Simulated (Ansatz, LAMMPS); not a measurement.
# Ionic liquid EMIM+ FSI- with water, from a frame at 400 K (93 atoms): geometry optimisation, part 2 of 3

How does ionic liquid EMIM+ FSI- with water, from a frame at 400 K (93 atoms) relax, and what do bonds, charges and levels look like afterwards?

Ansatz 0.2.0; Kohn-Sham DFT, RPBE+D3(BJ), PAW (set soft_2), plane waves.

The cell: 18 C, 9 N, 39 H, 6 S, 15 O and 6 F. The network of contacts between molecules at the start is that of the classical potential that made the cell. The density was typed from a rule of thumb and may lie off the real one at this temperature. Sampling is at Γ alone, for a cell whose shortest periodic width is 10 Å.

So far. Step 3 (Single point at the start): The r.m.s. force component of 1.1 eV/Å and the pressure of 1.9 GPa set the starting point.

## (4) Relaxation

The atoms are relaxed in the fixed cell, aiming at the force tolerance of the input.

Contents of input.yaml:

```yaml
crystal:
  lattice:
    - [10.30994, 0.0, 0.0]
    - [0.0, 10.30994, 0.0]
    - [0.0, 0.0, 10.30994]
  atoms:
    [... the 93 atom lines of step 3 ...]
kpoints:
  mp_grid: { grid: [1, 1, 1] }
hamiltonian:
  xc: rpbe
  dispersion: d3bj
scf:
  occupations: { method: fermi_dirac, width: 0.025 }
output:
  forces: true
relax:
  f_tol: 0.05
  max_steps: 200
```

Started as:

```console
$ ansatz run input.yaml --threads 4 --pin off --max-ram 8192MiB --backend cpu --events-out ev --progress --plain --runs-dir out
```

Numbers of over 12 decimals in the logs are rounded to 6 here.

The log of the run:

```text
[...]
Crystal: 93 atoms, lattice volume = 1095.894 Å³
Basis set: ecut = 420 eV, 21367 PW (Γ), exchange–correlation on 144×144×144 points (8 copies of the dense FFT grid, shifted against one another)
Bands: 255, of which v1, the nominal top of the filled ones, is band 162 counted from 1 (161 counted from 0)
Symmetry: 1 space group operations
[...]
k-points: 1
[...]
SCF iter   1: F=—  HF=-27473.413648 eV  |F-HF|=—  |Δ(HF+E_count)|=         —  Δρ=6.91e-3  dr2=5.03e-1  ethr=1.77e-3  ⟨swp⟩=6.0  Hψ=1242  notcnv=0  defer=21
[...]
SCF iter   7: F=-27473.286384 eV  HF=-27473.286389 eV  |F-HF|=5.54e-6  |Δ(HF+E_count)|=   8.30e-6  Δρ=3.02e-5  dr2=9.96e-6  ethr=1.93e-8  ⟨swp⟩=4.0  Hψ=669  notcnv=0
[...]
SCF 1 converged in 7 iterations: F = -27473.286384 eV  dr2 = 9.96e-6
[...]
relax step   1: F+E_penalty+E_count = -27473.28638382 eV  Δ(F+E_penalty+E_count) = +0.000e0 eV  max|allowed force component| = 3.849e0 eV/Å  Δτ_max = 0.0000 Å  (7 SCF iters, dr2 threshold 6.25e-5 eV, accepted)
[...]
relax step   2: F+E_penalty+E_count = -27476.83512663 eV  Δ(F+E_penalty+E_count) = -3.549e0 eV  max|allowed force component| = 2.200e0 eV/Å  Δτ_max = 0.1975 Å  (7 SCF iters, dr2 threshold 1.00e-4 eV, accepted)
[...]
relax step   3: F+E_penalty+E_count = -27478.01045205 eV  Δ(F+E_penalty+E_count) = -1.175e0 eV  max|allowed force component| = 1.794e0 eV/Å  Δτ_max = 0.1998 Å  (7 SCF iters, dr2 threshold 1.00e-4 eV, accepted)
relax step   4: F+E_penalty+E_count = -27478.33612645 eV  Δ(F+E_penalty+E_count) = -3.257e-1 eV  max|allowed force component| = 1.591e0 eV/Å  Δτ_max = 0.1951 Å  (6 SCF iters, dr2 threshold 1.00e-4 eV, accepted)
relax step   5: F+E_penalty+E_count = -27478.36216974 eV  Δ(F+E_penalty+E_count) = -2.604e-2 eV  max|allowed force component| = 2.211e0 eV/Å  Δτ_max = 0.1924 Å  (7 SCF iters, dr2 threshold 1.00e-4 eV, accepted)
relax step   6: F+E_penalty+E_count = -27478.66964782 eV  Δ(F+E_penalty+E_count) = -3.075e-1 eV  max|allowed force component| = 6.541e-1 eV/Å  Δτ_max = 0.2000 Å  (6 SCF iters, dr2 threshold 1.00e-4 eV, accepted)
relax step   7: F+E_penalty+E_count = -27478.78227638 eV  Δ(F+E_penalty+E_count) = -1.126e-1 eV  max|allowed force component| = 4.862e-1 eV/Å  Δτ_max = 0.2000 Å  (7 SCF iters, dr2 threshold 3.75e-5 eV, accepted)
relax step   8: F+E_penalty+E_count = -27478.77355903 eV  Δ(F+E_penalty+E_count) = +8.717e-3 eV  max|allowed force component| = 1.676e0 eV/Å  Δτ_max = 0.1926 Å  (7 SCF iters, dr2 threshold 2.07e-5 eV, rejected (line search))
relax step   9: F+E_penalty+E_count = -27478.84675784 eV  Δ(F+E_penalty+E_count) = -6.448e-2 eV  max|allowed force component| = 4.288e-1 eV/Å  Δτ_max = 0.0963 Å  (9 SCF iters, accepted)
relax step  10: F+E_penalty+E_count = -27478.89537532 eV  Δ(F+E_penalty+E_count) = -4.862e-2 eV  max|allowed force component| = 5.011e-1 eV/Å  Δτ_max = 0.0974 Å  (6 SCF iters, dr2 threshold 1.00e-4 eV, accepted)
relax step  11: F+E_penalty+E_count = -27478.94030160 eV  Δ(F+E_penalty+E_count) = -4.493e-2 eV  max|allowed force component| = 8.121e-1 eV/Å  Δτ_max = 0.1467 Å  (6 SCF iters, dr2 threshold 1.00e-4 eV, accepted)
relax step  12: F+E_penalty+E_count = -27478.86903777 eV  Δ(F+E_penalty+E_count) = +7.126e-2 eV  max|allowed force component| = 2.057e0 eV/Å  Δτ_max = 0.1923 Å  (6 SCF iters, dr2 threshold 1.00e-4 eV, rejected (line search))
relax step  13: F+E_penalty+E_count = -27478.97649052 eV  Δ(F+E_penalty+E_count) = -3.619e-2 eV  max|allowed force component| = 6.579e-1 eV/Å  Δτ_max = 0.0962 Å  (9 SCF iters, accepted)
relax step  14: F+E_penalty+E_count = -27479.01091448 eV  Δ(F+E_penalty+E_count) = -3.442e-2 eV  max|allowed force component| = 4.136e-1 eV/Å  Δτ_max = 0.0955 Å  (5 SCF iters, dr2 threshold 1.00e-4 eV, accepted)
relax step  15: F+E_penalty+E_count = -27479.05148975 eV  Δ(F+E_penalty+E_count) = -4.058e-2 eV  max|allowed force component| = 3.385e-1 eV/Å  Δτ_max = 0.1433 Å  (6 SCF iters, dr2 threshold 6.76e-5 eV, accepted)
relax step  16: F+E_penalty+E_count = -27479.07394479 eV  Δ(F+E_penalty+E_count) = -2.246e-2 eV  max|allowed force component| = 9.801e-1 eV/Å  Δτ_max = 0.1940 Å  (6 SCF iters, dr2 threshold 4.53e-5 eV, accepted)
relax step  17: F+E_penalty+E_count = -27479.11008062 eV  Δ(F+E_penalty+E_count) = -3.614e-2 eV  max|allowed force component| = 4.120e-1 eV/Å  Δτ_max = 0.0857 Å  (5 SCF iters, dr2 threshold 1.00e-4 eV, accepted)
relax step  18: F+E_penalty+E_count = -27479.13633192 eV  Δ(F+E_penalty+E_count) = -2.625e-2 eV  max|allowed force component| = 1.430e-1 eV/Å  Δτ_max = 0.2000 Å  (7 SCF iters, dr2 threshold 3.00e-5 eV, accepted)
relax step  19: F+E_penalty+E_count = -27479.15900654 eV  Δ(F+E_penalty+E_count) = -2.267e-2 eV  max|allowed force component| = 3.548e-1 eV/Å  Δτ_max = 0.1030 Å  (9 SCF iters, accepted)
relax step  20: F+E_penalty+E_count = -27479.14800392 eV  Δ(F+E_penalty+E_count) = +1.100e-2 eV  max|allowed force component| = 1.238e0 eV/Å  Δτ_max = 0.1183 Å  (7 SCF iters, dr2 threshold 1.52e-5 eV, rejected (line search))
[...]
relax step  28: F+E_penalty+E_count = -27479.23485766 eV  Δ(F+E_penalty+E_count) = -3.713e-3 eV  max|allowed force component| = 2.393e-1 eV/Å  Δτ_max = 0.0589 Å  (6 SCF iters, dr2 threshold 2.28e-5 eV, accepted)
relax step  29: F+E_penalty+E_count = -27479.24059176 eV  Δ(F+E_penalty+E_count) = -5.734e-3 eV  max|allowed force component| = 1.744e-1 eV/Å  Δτ_max = 0.0606 Å  (5 SCF iters, dr2 threshold 5.73e-5 eV, accepted)
relax step  30: F+E_penalty+E_count = -27479.24241468 eV  Δ(F+E_penalty+E_count) = -1.823e-3 eV  max|allowed force component| = 2.457e-1 eV/Å  Δτ_max = 0.0881 Å  (6 SCF iters, dr2 threshold 1.61e-5 eV, accepted)
relax step  31: F+E_penalty+E_count = -27479.24559637 eV  Δ(F+E_penalty+E_count) = -3.182e-3 eV  max|allowed force component| = 4.286e-1 eV/Å  Δτ_max = 0.0604 Å  (6 SCF iters, dr2 threshold 3.20e-5 eV, accepted)
[...]
relax step  33: F+E_penalty+E_count = -27479.26037901 eV  Δ(F+E_penalty+E_count) = -6.180e-3 eV  max|allowed force component| = 1.562e-1 eV/Å  Δτ_max = 0.0693 Å  (9 SCF iters, accepted)
[...]
relax step  39: F+E_penalty+E_count = -27479.20174083 eV  Δ(F+E_penalty+E_count) = +1.223e-1 eV  max|allowed force component| = 5.922e-1 eV/Å  Δτ_max = 0.2000 Å  (7 SCF iters, dr2 threshold 2.06e-5 eV, rejected (line search))
relax step  40: F+E_penalty+E_count = -27479.33872892 eV  Δ(F+E_penalty+E_count) = -1.464e-2 eV  max|allowed force component| = 1.628e-1 eV/Å  Δτ_max = 0.0970 Å  (10 SCF iters, accepted)
[...]
relax step  54: F+E_penalty+E_count = -27479.38170800 eV  Δ(F+E_penalty+E_count) = -7.189e-3 eV  max|allowed force component| = 8.831e-2 eV/Å  Δτ_max = 0.0715 Å  (9 SCF iters, accepted)
relax step  55: F+E_penalty+E_count = -27479.38532759 eV  Δ(F+E_penalty+E_count) = -3.620e-3 eV  max|allowed force component| = 2.408e-1 eV/Å  Δτ_max = 0.1969 Å  (9 SCF iters, accepted)
relax step  56: F+E_penalty+E_count = -27479.39630621 eV  Δ(F+E_penalty+E_count) = -1.098e-2 eV  max|allowed force component| = 1.750e-1 eV/Å  Δτ_max = 0.0375 Å  (5 SCF iters, dr2 threshold 5.80e-5 eV, accepted)
relax step  57: F+E_penalty+E_count = -27479.40598655 eV  Δ(F+E_penalty+E_count) = -9.680e-3 eV  max|allowed force component| = 1.439e-1 eV/Å  Δτ_max = 0.1085 Å  (6 SCF iters, dr2 threshold 1.62e-5 eV, accepted)
relax step  58: F+E_penalty+E_count = -27479.41258961 eV  Δ(F+E_penalty+E_count) = -6.603e-3 eV  max|allowed force component| = 2.284e-1 eV/Å  Δτ_max = 0.1952 Å  (7 SCF iters, dr2 threshold 1.09e-5 eV, accepted)
relax step  59: F+E_penalty+E_count = -27479.41616249 eV  Δ(F+E_penalty+E_count) = -3.573e-3 eV  max|allowed force component| = 4.472e-1 eV/Å  Δτ_max = 0.1948 Å  (6 SCF iters, dr2 threshold 3.53e-5 eV, accepted)
relax step  60: F+E_penalty+E_count = -27479.42264148 eV  Δ(F+E_penalty+E_count) = -6.479e-3 eV  max|allowed force component| = 3.581e-1 eV/Å  Δτ_max = 0.0959 Å  (5 SCF iters, dr2 threshold 1.00e-4 eV, accepted)
relax step  61: F+E_penalty+E_count = -27479.41198317 eV  Δ(F+E_penalty+E_count) = +1.066e-2 eV  max|allowed force component| = 4.574e-1 eV/Å  Δτ_max = 0.2000 Å  (6 SCF iters, dr2 threshold 8.23e-5 eV, rejected (line search))
relax step  62: F+E_penalty+E_count = -27479.43483529 eV  Δ(F+E_penalty+E_count) = -1.219e-2 eV  max|allowed force component| = 1.420e-1 eV/Å  Δτ_max = 0.0971 Å  (9 SCF iters, accepted)
relax step  63: F+E_penalty+E_count = -27479.43831193 eV  Δ(F+E_penalty+E_count) = -3.477e-3 eV  max|allowed force component| = 1.174e-1 eV/Å  Δτ_max = 0.0960 Å  (7 SCF iters, dr2 threshold 3.17e-6 eV, accepted)
relax step  64: F+E_penalty+E_count = -27479.44064813 eV  Δ(F+E_penalty+E_count) = -2.336e-3 eV  max|allowed force component| = 1.529e-1 eV/Å  Δτ_max = 0.0588 Å  (9 SCF iters, accepted)
relax step  65: F+E_penalty+E_count = -27479.44274387 eV  Δ(F+E_penalty+E_count) = -2.096e-3 eV  max|allowed force component| = 9.693e-2 eV/Å  Δτ_max = 0.0705 Å  (6 SCF iters, dr2 threshold 1.60e-5 eV, accepted)
relax step  66: F+E_penalty+E_count = -27479.44355840 eV  Δ(F+E_penalty+E_count) = -8.145e-4 eV  max|allowed force component| = 4.981e-2 eV/Å  Δτ_max = 0.0250 Å  (6 SCF iters, dr2 threshold 3.78e-6 eV, accepted)
relax step  67: F+E_penalty+E_count = -27479.44355901 eV  Δ(F+E_penalty+E_count) = -6.036e-7 eV  max|allowed force component| = 5.016e-2 eV/Å  Δτ_max = 0.0000 Å  (4 SCF iters, accepted)
[...]
relax step  68: F+E_penalty+E_count = -27479.44447538 eV  Δ(F+E_penalty+E_count) = -9.164e-4 eV  max|allowed force component| = 4.414e-2 eV/Å  Δτ_max = 0.0166 Å  (7 SCF iters, accepted)
SCF converged after 7 iterations
Free energy (F): -27479.444475 eV
[...]
Internal energy: -27479.444475 eV  (E = F + TS)
E sigma→0 (E₀):  -27479.444475 eV
Fermi energy:    1.858465 eV
[...]
--- Forces (eV/Å), atoms counted from 1 ---
  atom   1  C      0.00517985    -0.00168050    -0.00267598
  atom   2  C     -0.00480716     0.00160583     0.00299961
  atom   3  N      0.00199131    -0.00286939     0.00346954
  atom   4  C      0.00079064     0.00163151    -0.00099229
  atom   5  C     -0.00351564     0.00060578     0.00044741
  atom   6  N      0.00426442    -0.00444998    -0.00169357
  atom   7  C     -0.00255943    -0.00183459    -0.00247889
  atom   8  C     -0.00209257     0.00286246    -0.00235281
  atom   9  H      0.00003463     0.00341051    -0.00112146
  atom  10  H      0.00100315    -0.00028163     0.00295988
  atom  11  H     -0.00102988     0.00134100    -0.00251941
  atom  12  H      0.00126101     0.00170306    -0.00080443
  atom  13  H     -0.00092728    -0.00346994     0.00148766
  atom  14  H      0.00031636    -0.00047912     0.00101285
[...]
atom  92  H      0.00620417     0.01531936    -0.01691705
  atom  93  H     -0.00012760     0.00205291    -0.00174779
  max |Σ_I F_I| component: 2.56e-4 eV/Å
--- Relaxed structure (68 steps of the walk, 63 accepted, 0 SCFs on fresh bases) ---
  F+E_penalty+E_count = -27479.44447538 eV   max|allowed force component| = 4.414e-2 eV/Å
  atoms:
    - { symbol: C, position: [0.544133, 0.399062, 0.092965] }
    - { symbol: C, position: [0.669535, 0.446586, 0.031423] }
    - { symbol: N, position: [0.783549, 0.399289, 0.102767] }
    - { symbol: C, position: [0.822826, 0.270672, 0.110085] }
[...]
- { symbol: H, position: [-0.058133, 0.073317, 0.446527] }
```

It took 5.3 min on 4 threads of Arm Neoverse V2, shared host; peak memory 1.2 GiB; 20 min of CPU time.

Step by step (22 of 68):

```tsv
step	energy less that of the first step (eV)	largest force component (eV/Å)
1	0.0000	3.8495
4	-5.0497	1.5910
7	-5.4959	0.4862
11	-5.6539	0.8121
14	-5.7245	0.4136
17	-5.8237	0.4120
20	-5.8616	1.2383
23	-5.9102	0.4277
27	-5.9448	0.2194
30	-5.9560	0.2457
33	-5.9740	0.1562
36	-5.9956	0.4968
39	-5.9154	0.5922
42	-6.0593	0.1249
46	-6.0689	0.3455
49	-6.0769	0.2132
52	-6.0860	0.2172
55	-6.0989	0.2408
58	-6.1262	0.2284
62	-6.1485	0.1420
65	-6.1564	0.0969
68	-6.1581	0.0441
```

Relaxation steps 8, 12, 20, 39, 61 were tried and not accepted.

The atoms that moved most (Å):

```tsv
atom	dx	dy	dz	length
O83	1.837	0.875	0.410	2.076
N76	1.008	-1.328	0.674	1.798
H90	-0.906	-1.028	-0.889	1.633
O65	-0.065	1.577	-0.386	1.625
H89	-1.410	-0.198	-0.480	1.502
H33	-0.708	0.560	1.200	1.502
H9	0.221	-0.451	1.325	1.417
O88	-0.902	-0.806	-0.431	1.284
```

The relaxation changed the energy by -66.2 meV/atom, and atoms moved by 0.83 Å r.m.s., 2.1 Å at most.

## (5) Structure statistics after relaxation

Density 1.41 g/cm³, 11.78 Å³ an atom.

g(r), total and by pair (bins of 0.2 Å):

```tsv
r (Å)	total	H-H	H-C	H-O	H-N	H-F	H-S
0.90	0.64	0.00	0.00	4.71	0.00	0.00	0.00
1.10	2.88	0.00	17.75	0.00	0.00	0.00	0.00
1.30	0.82	0.00	0.00	0.00	0.00	0.00	0.00
1.50	1.29	0.74	0.00	0.00	0.00	0.00	0.00
1.70	0.98	3.82	0.00	0.00	0.00	0.00	0.00
1.90	0.11	0.00	0.00	0.83	0.00	0.00	0.00
2.10	1.04	0.00	1.99	0.32	7.46	0.00	0.00
2.30	0.59	0.31	0.76	0.70	0.24	0.68	0.00
2.50	1.49	2.38	0.37	1.20	0.00	0.60	0.00
2.70	0.59	1.11	0.43	0.92	1.15	1.27	0.00
2.90	0.74	0.67	1.74	1.15	0.31	1.13	0.22
3.10	0.93	1.31	0.83	0.94	0.66	1.17	1.73
3.30	1.04	0.73	1.72	0.89	0.93	0.69	1.54
3.50	1.04	1.30	1.08	1.21	0.41	0.90	0.77
3.70	0.95	1.00	0.64	0.49	0.53	1.23	1.09
3.90	1.00	1.03	1.04	1.30	1.14	0.74	0.99
4.10	1.04	0.45	1.10	1.46	1.54	1.10	1.79
4.30	0.92	0.97	0.88	0.98	1.21	1.01	1.00
4.50	1.13	0.82	0.86	1.22	1.52	1.94	0.83
4.70	0.95	0.96	0.90	0.74	1.06	1.27	1.09
4.90	0.96	1.24	0.57	0.93	0.93	0.85	1.31
5.10	0.92	0.88	0.98	1.00	0.67	0.86	1.43
```

(Continued in part 3 of 3.)

[Logs are printed without paths, hosts, clocks, repeated set-up lines and the standing remarks that a program may print on its own settings, such as how far it seeks lower states.]

[Hosts, paths, dates, database ids (printed as entryN), source tags and the programs' standing remarks are cut or masked in the printed files.]
